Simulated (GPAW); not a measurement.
# SiO2 (P4_2/mnm): refractive index against wavelength

The refractive index of SiO2 (P4_2/mnm) along x below the direct gap (5.66 eV on the mesh) is read from one computed spectrum, n = √(Re ε). x, y and z are the Cartesian axes of the input cell.

Symmetry: P4_2/mnm, No. 136, tetragonal system. The conventional cell has a = 4.177 Å, b = 4.177 Å, c = 2.665 Å, α = 90.00°, β = 90.00°, γ = 90.00°. Si on site a has 6 O at 1.76 to 1.81 Å as nearest neighbours. O on site f is surrounded by 3 Si at 1.76 to 1.81 Å.

Method: GPAW 26.7.0, PBE, RPA, k-mesh 7×7×11, local fields up to 50 eV, Lorentzian half width 0.12 eV.

Launch of the response step: `OMP_NUM_THREADS=1 python df.py`. The run took 2.0 min, its band step included, on 1 thread of Arm Neoverse V2 (shared host).

| wavelength (nm) | photon energy E (eV) | n |
| --- | --- | --- |
| 700 | 1.771 | 1.8033 |
| 633 | 1.959 | 1.8059 |
| 532 | 2.331 | 1.8118 |
| 450 | 2.755 | 1.8202 |
| 405 | 3.061 | 1.8273 |
| 365 | 3.397 | ? |
| 308 | 4.025 | 1.8568 |

In the single-oscillator model n² − 1 = E₀E_d/(E₀² − E²), so 1/(n² − 1) = E₀/E_d − E²/(E₀E_d) is linear in E².

Working, on the rows shown:

| x = E² (eV²) | y = 1/(n² − 1) |
| --- | --- |
| 3.13716 | 0.444071 |
| 3.83641 | 0.442228 |
| 5.43137 | 0.438093 |
| 7.59115 | 0.432315 |
| 9.37179 | 0.427529 |
| 16.2043 | 0.408546 |

Means: x̄ = 7.5954, ȳ = 0.43213. Σ(x − x̄)(y − ȳ) = -0.3153, Σ(x − x̄)² = 116. Slope = -0.3153 / 116 = -0.002719; intercept = ȳ − slope · x̄ = 0.45278. Turned back into n, the line misses the rows shown by at most 0.00034.

Task: Predict the last column of the withheld row from the fit.

Result: At x = 11.538 the line gives y = 0.42141, that is 1.8366. The run gave 1.8362, so the interpolation is off by 0.00037, 0.7 % of the range in the table.

Refitted with all rows, the slope is -0.002713 and the intercept 0.45277. These give E₀ = √(intercept/−slope) = 12.92 eV and E_d = E₀/intercept = 28.5 eV; E₀ is 2.3 times the direct gap. The electronic limit at long wavelengths, without lattice vibrations, is n = √(1 + 1/intercept) = 1.791. Excitons are left out; PBE gaps are as a rule too small. The values come from a sum over the points of one k-mesh and carry its error, which grows as the direct gap shrinks. This version of GPAW has incomplete matrix elements in the optical limit, which can lower ε − 1 by up to a tenth where first-row anions or d states rule.
